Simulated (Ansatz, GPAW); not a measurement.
**Cutoff, mesh and smearing for a 10-layer slab of Ca(110)**

Wanted: a convergence study on the slab a 10-layer slab of Ca(110).

Calculated with GPAW 26.7.0 and Ansatz 0.2.0; Ansatz plane waves; slab in vacuum with a dipole correction, relaxation, in the first sound run; inputs show where later runs differ.

## Step 1: Set-up

The cell holds 10 atoms: 10 Ca. Its edges and angles: a = 5.580 Å, b = 3.946 Å, c = 33.755 Å, α = 90.0°, β = 90.0°, γ = 90.0°. Vacuum lies along c.

## Step 2: Relaxation

The atoms are relaxed first, since the surface dipole, and with it the work function, follows the positions of the outer layers. The lowest 5 atoms are held at bulk positions and keep their forces.

Contents of input.yaml:

```yaml
crystal:
  lattice:
    - [5.58, 0.0, 0.0]
    - [0.0, 3.945655839, 0.0]
    - [0.0, 0.0, 33.7554512756]
  atoms:
    - { symbol: Ca, position: [0.5, 0.5, 0.2369987572] }
    - { symbol: Ca, position: [0.0, 0.0, 0.2954434778] }
    - { symbol: Ca, position: [0.5, 0.5, 0.3538881984] }
    - { symbol: Ca, position: [0.0, 0.0, 0.4123329191] }
    - { symbol: Ca, position: [0.5, 0.5, 0.4707776397] }
    - { symbol: Ca, position: [0.0, 0.0, 0.5292223603] }
    - { symbol: Ca, position: [0.5, 0.5, 0.5876670809] }
    - { symbol: Ca, position: [0.0, 0.0, 0.6461118016] }
    - { symbol: Ca, position: [0.5, 0.5, 0.7045565222] }
    - { symbol: Ca, position: [0.0, 0.0, 0.7630012428] }
kpoints:
  mp_grid: { grid: [6, 8, 1] }
hamiltonian:
  xc: pbe
scf:
  occupations: { method: fermi_dirac, width: 0.1 }
efield:
  axis: 3
  dipole_correction: true
  ramp_width: 0.05
relax:
  f_tol: 0.02
  max_steps: 60
  constraints: [{ sites: [0, 1, 2, 3, 4] }]
output:
  write_potential: true
  write_density: true
  volumetric_format: npy
```

Started as:

```sh
$ ansatz run input.yaml --threads 4 --pin off --max-ram 8192MiB --backend cpu --events-out ev --progress --plain --runs-dir out
```

Numbers of over 12 decimals in the logs are rounded to 6 here.

Output:

```text
Engine: ansatz 0.2.0, aarch64-unknown-linux-gnu
Pseudopotentials: kind: paw
Pseudopotential: Ca, paw, valence charge 10, recommended cutoff 420 eV (normal), Ca.paw.azcp
Functional definition: PBE
  parameter kappa = 0.804
  parameter beta = 0.066725
  exchange = pbe_x(kappa = kappa, mu = beta*pi^2/3)
  correlation = pbe_c(beta = beta)
Crystal: 10 atoms, lattice volume = 743.186 Å³
Basis set: ecut = 420 eV, 14587 PW (Γ), exchange–correlation on 80×54×480 points (8 copies of the dense FFT grid, shifted against one another)
Bands: 60, of which v1, the nominal top of the filled ones, is band 50 counted from 1 (49 counted from 0)
Symmetry: 4 space group operations
k-points: 20 of 48
Non-local potential: Ca, projectors of the file, l = 0: 3, l = 1: 2, l = 2: 2
PAW form: soft (Blöchl's): semilocal exchange-correlation on the pseudo side does not see the compensation charge
PAW one-centre angular grid: Ca, 110 points (default); XC on 64 Gauss nodes
Initial density: superposition of atomic densities (neutral atoms: chi_scale 0, normalization atom), corrected by the library's trained network
Initial wavefunctions: pseudopotential atomic-orbital guess
Functional: x = pbe(κ = 0.804, μ = 0.219515), c = pbe(β = 0.066725)
SCF iter   1: F=—  HF=-18167.429140 eV  |F-HF|=—  |Δ(HF+E_count)|=         —  Δρ=2.78e-3  dr2=5.65e0  ethr=1.77e-3  p=0.000 e·Å  D=4.65e-14 V/Å  ΔV_dip=-0.00 eV  dr2_dipole=2.82e-7  V_vac-E_F(+/−)=2.42/2.42 eV  ⟨swp⟩=15.4  Hψ=16036  notcnv=0
efield: sawtooth ramp at fractional position 0.9750 (placed from the atoms, in the widest stretch of the axis that holds none; the zero of the levels goes with the place), width 0.0500; the density the first Hamiltonian is built on has a dipole p = 0.000 e·Å; the dipole correction subtracts the counter field D = 4.65e-14 V/Å, which shifts the + side's vacuum level by -0.00 eV against the − side's; the planar-averaged density in the ramp window peaks in size at 2.5e-5 e/Å³
automatic band count: the SCF goes on with 70 bands, as 60 were too few: the levels above may hold too much charge
preconditioner: auto → LDOS  [metal: Δε(μ)=0.009 eV  Ē_g=2.323 eV  σ=0.100 eV  W_gap=0.02  n_scr=84 (ndim 8)  ℏωp=6.1 eV  f_vac=0.361  D(μ)=13.63/eV (n_scr^D=66)  β→1.0]
SCF iter   2: F=—  HF=-18167.321929 eV  |F-HF|=—  |Δ(HF+E_count)|=   1.07e-1  Δρ=7.87e-4  dr2=1.97e-2  ethr=1.77e-3  p=-0.000 e·Å  D=-1.66e-5 V/Å  ΔV_dip=0.00 eV  dr2_dipole=3.97e-7  V_vac-E_F(+/−)=2.70/2.70 eV  ⟨swp⟩=2.0  Hψ=1658  notcnv=0
SCF iter   3: F=—  HF=-18167.322955 eV  |F-HF|=—  |Δ(HF+E_count)|=   1.03e-3  Δρ=6.97e-4  dr2=1.52e-2  ethr=1.97e-5  p=0.000 e·Å  D=5.20e-6 V/Å  ΔV_dip=-0.00 eV  dr2_dipole=2.26e-7  V_vac-E_F(+/−)=2.76/2.76 eV  ⟨swp⟩=2.0  Hψ=2288  notcnv=0
SCF iter   4: F=—  HF=-18167.321632 eV  |F-HF|=—  |Δ(HF+E_count)|=   1.32e-3  Δρ=1.49e-4  dr2=4.37e-4  ethr=1.52e-5  p=0.000 e·Å  D=2.50e-6 V/Å  ΔV_dip=-0.00 eV  dr2_dipole=3.36e-8  V_vac-E_F(+/−)=2.78/2.78 eV  ⟨swp⟩=2.0  Hψ=1594  notcnv=0
SCF iter   5: F=—  HF=-18167.321557 eV  |F-HF|=—  |Δ(HF+E_count)|=   7.45e-5  Δρ=3.38e-5  dr2=3.59e-5  ethr=4.37e-7  p=0.000 e·Å  D=3.36e-6 V/Å  ΔV_dip=-0.00 eV  dr2_dipole=9.03e-11  V_vac-E_F(+/−)=2.80/2.80 eV  ⟨swp⟩=2.0  Hψ=2377  notcnv=0
SCF iter   6: F=-18167.321573 eV  HF=-18167.321574 eV  |F-HF|=6.30e-7  |Δ(HF+E_count)|=   1.64e-5  Δρ=1.44e-5  dr2=2.89e-6  ethr=1.00e-8  p=0.000 e·Å  D=4.63e-7 V/Å  ΔV_dip=-0.00 eV  dr2_dipole=1.08e-9  V_vac-E_F(+/−)=2.81/2.81 eV  ⟨swp⟩=13.8  Hψ=12851  notcnv=0
SCF 1 converged in 6 iterations: F = -18167.321573 eV  dr2 = 2.89e-6
  greatest PAW one-centre occupation: 0.996 electrons in one spin orbital (limit 2), on the Ca atom at site 0 (counted from 0), in its partial waves of l = 0
relax step   1: F+E_penalty+E_count = -18167.32157290 eV  Δ(F+E_penalty+E_count) = +0.000e0 eV  max|allowed force component| = 1.230e-1 eV/Å  Δτ_max = 0.0000 Å  (6 SCF iters, dr2 threshold 1.00e-5 eV, accepted)
Bands: 70, of which v1, the nominal top of the filled ones, is band 50 counted from 1 (49 counted from 0)
Initial density: handed on by an earlier stage of this run
Initial wavefunctions: those handed on with the density
iter 1 solved again at ethr=5.18e-4 eV; its pass at ethr=3.10e-3 eV (dr2=5.18e-1 eV) is discarded
SCF iter   1: F=—  HF=-18167.332667 eV  |F-HF|=—  |Δ(HF+E_count)|=         —  Δρ=8.24e-4  dr2=8.54e-2  ethr=5.18e-4  p=0.000 e·Å  D=4.82e-7 V/Å  ΔV_dip=-0.00 eV  dr2_dipole=1.71e-6  V_vac-E_F(+/−)=2.81/2.82 eV  ⟨swp⟩=1.0  Hψ=5023  notcnv=0
efield: sawtooth ramp at fractional position 0.9750 (handed on by an earlier solve), width 0.0500; the density the first Hamiltonian is built on has a dipole p = 0.000 e·Å; the dipole correction subtracts the counter field D = 4.82e-7 V/Å, which shifts the + side's vacuum level by -0.00 eV against the − side's; the planar-averaged density in the ramp window peaks in size at 3.7e-6 e/Å³
eigensolver tolerance schedule: the retry pair's looser diagonalisation over-reported the residual by 5.07 of it (diagonalisation noise at an unbounded share of the residual, at the tolerance the schedule requests for it); recorded, not acted on — ethr = c·dr2/N_el stays at c = 1.0e-1
preconditioner: auto → LDOS  [metal: Δε(μ)=0.009 eV  Ē_g=2.339 eV  σ=0.100 eV  W_gap=0.02  n_scr=84 (ndim 8)  ℏωp=6.1 eV  f_vac=0.363  D(μ)=13.45/eV (n_scr^D=66)  β→1.0]
SCF iter   2: F=—  HF=-18167.330438 eV  |F-HF|=—  |Δ(HF+E_count)|=   2.23e-3  Δρ=3.22e-4  dr2=2.15e-3  ethr=8.54e-5  p=0.005 e·Å  D=1.19e-3 V/Å  ΔV_dip=-0.04 eV  dr2_dipole=7.15e-4  V_vac-E_F(+/−)=2.77/2.81 eV  ⟨swp⟩=1.5  Hψ=1415  notcnv=0
SCF iter   3: F=—  HF=-18167.330329 eV  |F-HF|=—  |Δ(HF+E_count)|=   1.09e-4  Δρ=1.78e-4  dr2=5.92e-4  ethr=2.15e-6  p=0.002 e·Å  D=4.10e-4 V/Å  ΔV_dip=-0.01 eV  dr2_dipole=3.34e-6  V_vac-E_F(+/−)=2.79/2.81 eV  ⟨swp⟩=2.0  Hψ=2392  notcnv=0
SCF iter   4: F=—  HF=-18167.330190 eV  |F-HF|=—  |Δ(HF+E_count)|=   1.39e-4  Δρ=4.91e-5  dr2=5.64e-5  ethr=5.92e-7  p=0.001 e·Å  D=2.50e-4 V/Å  ΔV_dip=-0.01 eV  dr2_dipole=1.58e-6  V_vac-E_F(+/−)=2.80/2.81 eV  ⟨swp⟩=2.0  Hψ=2144  notcnv=0
SCF iter   5: F=—  HF=-18167.330196 eV  |F-HF|=—  |Δ(HF+E_count)|=   5.80e-6  Δρ=1.61e-5  dr2=5.64e-6  ethr=5.64e-8  p=0.000 e·Å  D=6.98e-5 V/Å  ΔV_dip=-0.00 eV  dr2_dipole=4.90e-7  V_vac-E_F(+/−)=2.81/2.81 eV  ⟨swp⟩=2.0  Hψ=2354  notcnv=0
SCF iter   6: F=-18167.330196 eV  HF=-18167.330196 eV  |F-HF|=2.74e-7  |Δ(HF+E_count)|=   6.82e-7  Δρ=6.17e-6  dr2=7.16e-7  ethr=9.46e-10  p=-0.000 e·Å  D=-2.18e-6 V/Å  ΔV_dip=0.00 eV  dr2_dipole=4.27e-8  V_vac-E_F(+/−)=2.81/2.81 eV  ⟨swp⟩=11.6  Hψ=10377  notcnv=0
SCF 2 converged in 6 iterations: F = -18167.330196 eV  dr2 = 7.16e-7
  Residual-converged pass: ⟨swp⟩=1.1  Hψ=1485  notcnv=0  max |occ|·‖R‖ = 7.1e-9 eV (tolerance 1.0e-8 eV)  dr2=7.16e-7  dr2_onsite=2.26e-8  max |Δocc| = 7.8e-11
  greatest PAW one-centre occupation: 0.996 electrons in one spin orbital (limit 2), on the Ca atom at site 9 (counted from 0), in its partial waves of l = 0
relax step   2: F+E_penalty+E_count = -18167.33019604 eV  Δ(F+E_penalty+E_count) = -8.623e-3 eV  max|allowed force component| = 7.748e-2 eV/Å  Δτ_max = 0.1015 Å  (6 SCF iters, dr2 threshold 9.46e-7 eV, accepted)
SCF iter   1: F=—  HF=-18167.329379 eV  |F-HF|=—  |Δ(HF+E_count)|=         —  Δρ=1.16e-3  dr2=2.45e-1  ethr=1.64e-3  p=-0.000 e·Å  D=-2.21e-6 V/Å  ΔV_dip=0.00 eV  dr2_dipole=4.83e-2  V_vac-E_F(+/−)=2.82/2.82 eV  ⟨swp⟩=5.7  Hψ=3869  notcnv=0
efield: sawtooth ramp at fractional position 0.9750 (handed on by an earlier solve), width 0.0500; the density the first Hamiltonian is built on has a dipole p = -0.000 e·Å; the dipole correction subtracts the counter field D = -2.21e-6 V/Å, which shifts the + side's vacuum level by +0.00 eV against the − side's; the planar-averaged density in the ramp window peaks in size at 3.7e-6 e/Å³
preconditioner: auto → LDOS  [metal: Δε(μ)=0.021 eV  Ē_g=2.362 eV  σ=0.100 eV  W_gap=0.05  n_scr=84 (ndim 8)  ℏωp=6.1 eV  f_vac=0.367  D(μ)=13.39/eV (n_scr^D=66)  β→1.0]
SCF iter   2: F=—  HF=-18167.336548 eV  |F-HF|=—  |Δ(HF+E_count)|=   7.17e-3  Δρ=6.41e-4  dr2=1.23e-1  ethr=2.45e-4  p=0.003 e·Å  D=7.88e-4 V/Å  ΔV_dip=-0.03 eV  dr2_dipole=8.59e-2  V_vac-E_F(+/−)=2.79/2.82 eV  ⟨swp⟩=1.4  Hψ=1637  notcnv=0
SCF iter   3: F=—  HF=-18167.334697 eV  |F-HF|=—  |Δ(HF+E_count)|=   1.85e-3  Δρ=2.30e-4  dr2=1.52e-2  ethr=1.23e-4  p=0.001 e·Å  D=1.78e-4 V/Å  ΔV_dip=-0.01 eV  dr2_dipole=1.03e-2  V_vac-E_F(+/−)=2.81/2.81 eV  ⟨swp⟩=1.0  Hψ=1400  notcnv=0
SCF iter   4: F=—  HF=-18167.334748 eV  |F-HF|=—  |Δ(HF+E_count)|=   5.02e-5  Δρ=2.18e-4  dr2=8.46e-4  ethr=1.52e-5  p=0.000 e·Å  D=7.08e-5 V/Å  ΔV_dip=-0.00 eV  dr2_dipole=2.10e-4  V_vac-E_F(+/−)=2.80/2.81 eV  ⟨swp⟩=1.1  Hψ=1403  notcnv=0
SCF iter   5: F=—  HF=-18167.334620 eV  |F-HF|=—  |Δ(HF+E_count)|=   1.27e-4  Δρ=3.56e-5  dr2=3.00e-4  ethr=8.46e-7  p=-0.000 e·Å  D=-4.46e-5 V/Å  ΔV_dip=0.00 eV  dr2_dipole=1.94e-4  V_vac-E_F(+/−)=2.81/2.81 eV  ⟨swp⟩=2.0  Hψ=2039  notcnv=0
SCF iter   6: F=—  HF=-18167.334617 eV  |F-HF|=—  |Δ(HF+E_count)|=   3.80e-6  Δρ=1.44e-5  dr2=1.77e-5  ethr=3.00e-7  p=-0.001 e·Å  D=-1.23e-4 V/Å  ΔV_dip=0.00 eV  dr2_dipole=9.64e-6  V_vac-E_F(+/−)=2.81/2.81 eV  ⟨swp⟩=1.1  Hψ=1402  notcnv=0
SCF iter   7: F=—  HF=-18167.334524 eV  |F-HF|=—  |Δ(HF+E_count)|=   9.27e-5  Δρ=5.88e-6  dr2=4.17e-7  ethr=1.77e-8  p=-0.001 e·Å  D=-1.54e-4 V/Å  ΔV_dip=0.01 eV  dr2_dipole=1.06e-7  V_vac-E_F(+/−)=2.81/2.81 eV  ⟨swp⟩=2.0  Hψ=1835  notcnv=0
SCF iter   8: F=-18167.334524 eV  HF=-18167.334524 eV  |F-HF|=3.90e-9  |Δ(HF+E_count)|=   5.61e-8  Δρ=1.20e-6  dr2=2.88e-8  ethr=1.00e-10  p=-0.001 e·Å  D=-1.63e-4 V/Å  ΔV_dip=0.01 eV  dr2_dipole=2.45e-9  V_vac-E_F(+/−)=2.81/2.81 eV  ⟨swp⟩=10.4  Hψ=9156  notcnv=0
SCF 3 converged in 8 iterations: F = -18167.334524 eV  dr2 = 2.88e-8
relax step   3: F+E_penalty+E_count = -18167.33452379 eV  Δ(F+E_penalty+E_count) = -4.328e-3 eV  max|allowed force component| = 1.507e-2 eV/Å  Δτ_max = 0.1477 Å  (8 SCF iters, accepted)
NSCF: frozen V_eff on 20 k-points
the band table was solved once a step of the walk had ended and its energy, with any forces and stress, was formed, with the checks that follow a solve (7628 applications of the Hamiltonian). They found nothing against the state; the energy, forces and stress were not computed again (output.eigenvalues in the input reference)
WARN: The output density's exchange-correlation potential varies sharply where the density is thin. Do not read a vacuum level from v_tot or v_xc, or from such a field of the output density. On a cell that repeats whose density bears no net charge and no dipole along the vacuum's axis use v_es (v_loc + v_h of the components); under efield.dipole_correction with no amplitude use v_es + v_field, which holds any externa [...]
SCF converged after 8 iterations
Free energy (F): -18167.334524 eV
Harris-Foulkes:  -18167.334524 eV  (|F-HF|=3.90e-9)
Internal energy: -18166.899945 eV  (E = F + TS)
E sigma→0 (E₀):  -18167.117235 eV
Entropy (-TS):   -0.434578 eV (-43.458 meV/atom)
Fermi energy:    1.681668 eV
Dipole field:    D = -0.000128 V/Å  (p = -0.000527 e·Å, saw-weighted, corrected)
Work function:   Φ+ = 2.8127 eV   Φ− = 2.8084 eV
Levels:          The Fermi level and band energies are counted from a zero that moves with the ramp; work functions are not
--- Per-component energies (eV) ---
  E_band       = -2093.419886
  E_kinetic    = 2750.555882
  E_local      = -50212.193837  (includes V_loc(G=0)·N_el)
  E_nonlocal   = 636.400489
  E_hartree    = 23533.082579
  E_xc         = -1355.968448
  E_vxc        = -1689.856305  (∫ρ·V_xc dr)
  E_paw        = -8582.209312  (= ΣΔE_a)
  E_vpaw       = -644.491650  (= ΣTr[D̂ρ^β])
  E_aug_tail   = -0.000061  (compensation charges beyond the density's cutoff)
  E_efield     = 0.000000  (sawtooth field / dipole correction)
  E_vefield    = -0.000777  (∫n·V_field dr)
  E_ewald      = 15063.432763
  E_smearing   = -0.434578  (= −TS)
  E_closure    = 0.000000  (closes the sum)
  Σ components = -18167.334524   (vs F -18167.334524, Δ=0.00e0)
--- Forces (eV/Å), atoms counted from 1 ---
  atom   1  Ca     0.00000000     0.00000000     0.12347672
  atom   2  Ca     0.00000000     0.00000000     0.01434497
  atom   3  Ca    -0.00000000     0.00000000    -0.07218399
  atom   4  Ca    -0.00000000     0.00000000    -0.01801654
  atom   5  Ca    -0.00000000     0.00000000    -0.05404843
  atom   6  Ca     0.00000000     0.00000000     0.00564164
  atom   7  Ca     0.00000000     0.00000000     0.00525147
  atom   8  Ca    -0.00000000     0.00000000    -0.01506987
  atom   9  Ca    -0.00000000     0.00000000    -0.00224624
  atom  10  Ca     0.00000000     0.00000000     0.01284391
  max |Σ_I F_I| component: 6.38e-6 eV/Å
--- Band table (eV; the first three rows and the last of 20) ---
  k-point 0: bands = [... 46 lower, 1.0983, 1.3003, 1.5099, 1.6556, 1.8512, 2.0477, 2.2579, 2.3122, ... 16 higher]
  k-point 1: bands = [... 46 lower, 1.2152, 1.4343, 1.6176, 1.7231, 1.9646, 2.1123, 2.2685, 2.3708, ... 16 higher]
  k-point 2: bands = [... 46 lower, 1.4832, 1.7298, 1.8137, 1.8390, 2.1121, 2.1893, 2.2038, 2.2924, ... 16 higher]
  k-point 19: bands = [... 46 lower, 1.4690, 1.4851, 1.5185, 1.5228, 1.6056, 1.6072, 1.7551, 1.7560, ... 16 higher]
--- Relaxed structure (3 steps of the walk, 3 accepted, 0 SCFs on fresh bases) ---
  F+E_penalty+E_count = -18167.33452379 eV   max|allowed force component| = 1.507e-2 eV/Å
  atoms:
    - { symbol: Ca, position: [0.5, 0.5, 0.236999] }
    - { symbol: Ca, position: [0.0, 0.0, 0.295443] }
    - { symbol: Ca, position: [0.5, 0.5, 0.353888] }
    - { symbol: Ca, position: [0.0, 0.0, 0.4123329191] }
    - { symbol: Ca, position: [0.5, 0.5, 0.470778] }
    - { symbol: Ca, position: [-1.3270947161094116e-18, 0.0, 0.527905] }
    - { symbol: Ca, position: [0.5, 0.5, 0.585419] }
    - { symbol: Ca, position: [-2.4914556762159847e-18, 0.0, 0.643639] }
    - { symbol: Ca, position: [0.5, 0.5, 0.700049] }
    - { symbol: Ca, position: [-7.438910734781499e-18, 0.0, 0.755617] }
```

Wall time 81 s (4 threads of Arm Neoverse V1, shared host); peak memory 1.7 GiB.

Relaxation path:

```csv
step,energy less that of the first step (eV),largest force component (eV/Å)
1,0.0000,0.1230
2,-0.0086,0.0775
3,-0.0130,0.0151
```

Forces are held to the 4 operations that the run works with; a distortion that breaks them can't arise in this run.

The atoms that moved most (Å):

| atom | dx | dy | dz | length |
| --- | --- | --- | --- | --- |
| Ca10 | 0.000 | 0.000 | -0.249 | 0.249 |
| Ca9 | 0.000 | 0.000 | -0.152 | 0.152 |
| Ca8 | 0.000 | 0.000 | -0.083 | 0.083 |
| Ca7 | 0.000 | 0.000 | -0.076 | 0.076 |
| Ca6 | 0.000 | 0.000 | -0.044 | 0.044 |

Final coordinates:

```
Ca
1.0
     5.58000    0.00000    0.00000
     0.00000    3.94566    0.00000
     0.00000    0.00000   33.75545
Ca
10
Direct
  0.50000 0.50000 0.23700
  0.00000 0.00000 0.29544
  0.50000 0.50000 0.35389
  0.00000 0.00000 0.41233
  0.50000 0.50000 0.47078
  0.00000 0.00000 0.52791
  0.50000 0.50000 0.58542
  0.00000 0.00000 0.64364
  0.50000 0.50000 0.70005
  0.00000 0.00000 0.75562
```

This step gave:

```
free energy             : -18167.3345 eV
smearing term TS        : 0.4346 eV
symmetry operations     : 4
upper work function     : 2.813 eV
lower work function     : 2.808 eV
dipole along the normal : -5.27e-4 e·Å
dipole field            : -1.28e-4 V/Å
vacuum level above      : 4.494 eV
vacuum level below      : 4.490 eV
```

The electrostatic potential energy of an electron (with the applied field's), less the Fermi level, planar mean oscillates, so the rows of the table below give means over windows of 1.97 Å about each position, cut where the curve ends. Its maxima inside the range that stand out by 2 % of the span (Å: eV): 9.0: -0.996, 11.0: -0.859, 12.9: -0.878, 14.9: -0.872, 16.9: -1.04, 18.8: -1.03, 20.7: -0.933, 22.6: -1.12, 24.6: -1.43. Its minima: 8.0: -5.03, 10.0: -4.73, 12.0: -4.80, 13.9: -4.79, 15.9: -4.81, 17.9: -4.80, 19.7: -4.76, 21.8: -4.77, 23.6: -4.79, 25.5: -5.08.

Table of electrostatic potential energy of an electron (with the applied field's), less the Fermi level, planar mean by z; means over each step:

```
z (Å)  electrostatic potential energy of an electron (with the applied field's), less the Fermi level, planar mean (eV)
 0.98                                                                                                              2.81
 2.96                                                                                                              2.81
 4.93                                                                                                              2.70
 6.90                                                                                                            0.0155
 8.87                                                                                                             -2.95
10.84                                                                                                             -2.78
12.80                                                                                                             -2.81
14.78                                                                                                             -2.81
16.75                                                                                                             -2.96
18.71                                                                                                             -2.92
20.69                                                                                                             -2.83
22.66                                                                                                             -3.02
24.62                                                                                                             -3.28
26.60                                                                                                           -0.0437
28.57                                                                                                              2.71
30.54                                                                                                              2.81
32.51                                                                                                              2.81
```

The valence density, planar mean oscillates, so the rows of the table below give means over windows of 1.97 Å about each position, cut where the curve ends. Its maxima inside the range that stand out by 2 % of the span (Å: e/Å³): 8.0: 0.396, 10.0: 0.405, 12.0: 0.404, 13.9: 0.404, 15.9: 0.405, 17.9: 0.403, 19.7: 0.400, 21.7: 0.400, 23.6: 0.408, 25.5: 0.395. Its minima: 9.0: 0.0813, 11.0: 0.0802, 12.9: 0.0804, 14.9: 0.0804, 16.9: 0.0860, 18.8: 0.0858, 20.7: 0.0840, 22.6: 0.0894, 24.6: 0.0939.

Valence density, planar mean against z; means over each step:

```
z (Å)  valence density, planar mean (e/Å³)
 0.98                               1.3e-6
 2.96                               5.3e-5
 4.93                              0.00179
 6.90                               0.0910
 8.87                                0.228
10.84                                0.230
12.80                                0.230
14.78                                0.230
16.75                                0.239
18.71                                0.236
20.69                                0.232
22.66                                0.244
24.62                                0.247
26.60                               0.0945
28.57                              0.00183
30.54                               5.5e-5
32.51                               1.3e-6
```

The relaxation lowered the energy of the cell by 0.0130 eV.

(Part 1 of 3 ends here.)

[Logs are printed without paths, hosts, clocks, repeated set-up lines and the standing remarks that a program may print on its own settings, such as how far it seeks lower states.]

[Hosts, paths, dates, database ids (printed as entryN), source tags and the programs' standing remarks are cut or masked in the printed files.]
